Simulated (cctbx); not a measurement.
# What is wrong with this refinement?

Cell a = 5.8830 Å, b = 8.1200 Å, c = 13.0940 Å, α = 90.00°, β = 90.00°, γ = 90.00°; space group Pbcm (no. 57). The compound is Y3SiSnRh2.

Simulated single-crystal data (cctbx): Mo Kα, λ = 0.71073 Å, to d = 0.6 Å, 80 % of the full sphere, strongest reflection 5000 counts, noise from counting, a 2 % proportional error and a noise floor of 4 counts (s.d.); no absorption.

An anisotropic refinement with weights 1/σ² prints:

```text
Rint 0.062, 1569 unique reflections to 0.60 A
cycle     R1     wR2    GooF  max shift (A)
   1  0.0457  0.0878   1.827   0.00112
   2  0.0295  0.0566   1.178   0.00000
final R1 0.0295 wR2 0.0566 GooF 1.178  parameters 35  data/parameter 44.8
atom        x        y        z      Ueq    occ   su(xyz)  su(Uiso or U11)
Ag1    0.39847  0.25000  0.50000   0.0043  1.000  0.00007  0.0001
Rh1    0.63809  0.46906  0.41809   0.0058  1.000  0.00006  0.0001
Y1     0.63121  0.75544  0.75000   0.0061  1.000  0.00010  0.0002
Y2     0.14478  0.61093  0.39937   0.0069  1.000  0.00008  0.0002
Si1    0.13608  0.60250  0.75000   0.0096  1.000  0.00036  0.0008
difference map: max 4.52 min -2.18 rms 0.57
Q1    0.4014  0.2155  0.0098    8    4.52  0.31 A from Ag1
Q2    0.2011  0.2181  0.2500    4    2.24  1.01 A from Y1
Q3    0.3263  0.7147  0.6779    8    2.18  1.72 A from Si1
Q4    0.4736  0.6734  0.2500    4    2.12  1.09 A from Y1
Q5    0.0338  0.2055  0.5311    8    2.03  2.04 A from Y2
Q6    0.3078  0.5389  0.5346    8    1.97  0.70 A from Rh1
```

Q: Accept it or mend it, and why?

Mend it. The fault: wrong element: Ag1 is Sn. Against the right model at the same level, R1 goes from 0.0235 to 0.0295 and GooF from 0.92 to 1.18 and U of Ag1 shrinks from 0.0061 to 0.0043 Å². Ag1 has 3 electrons too few and its U shrinks to make up, as expected.

The compound is Y3SiSnRh2. The right model at the same level gives:

```text
Rint 0.062, 1569 unique reflections to 0.60 A
cycle     R1     wR2    GooF  max shift (A)
   1  0.0342  0.0647   1.346   0.00127
   2  0.0235  0.0443   0.922   0.00000
final R1 0.0235 wR2 0.0443 GooF 0.922  parameters 35  data/parameter 44.8
atom        x        y        z      Ueq    occ   su(xyz)  su(Uiso or U11)
Sn1    0.39849  0.25000  0.50000   0.0061  1.000  0.00005  0.0001
Rh1    0.63809  0.46905  0.41808   0.0053  1.000  0.00005  0.0001
Y1     0.63121  0.75543  0.75000   0.0055  1.000  0.00008  0.0002
Y2     0.14476  0.61091  0.39938   0.0063  1.000  0.00006  0.0001
Si1    0.13607  0.60253  0.75000   0.0090  1.000  0.00028  0.0006
difference map: max 2.10 min -2.18 rms 0.52
Q1    0.1970  0.2182  0.2500    4    2.16  1.03 A from Y1
Q2    0.4707  0.6713  0.2500    4    2.14  1.12 A from Y1
Q3    0.3271  0.7121  0.6769    8    2.13  1.72 A from Si1
Q4    0.3100  0.5416  0.5374    8    2.05  0.66 A from Rh1
Q5    0.0358  0.2067  0.5326    8    2.02  2.03 A from Y2
Q6    0.3000  0.1346  0.1362    8    2.02  1.56 A from Rh1
```

Isotropic U is held between 0.0001 and 1 Å² by the program, and listed peak heights are interpolated, so they can pass the grid's maximum.

The model was made for the exercise: a known structure type with other elements put in, its volume estimated, not relaxed; displacement parameters are assumed.

[Middle refinement cycles are left out of these outputs.]

[Logs are printed without paths, hosts, clocks, repeated set-up lines and the standing remarks that a program may print on its own settings, such as how far it seeks lower states.]
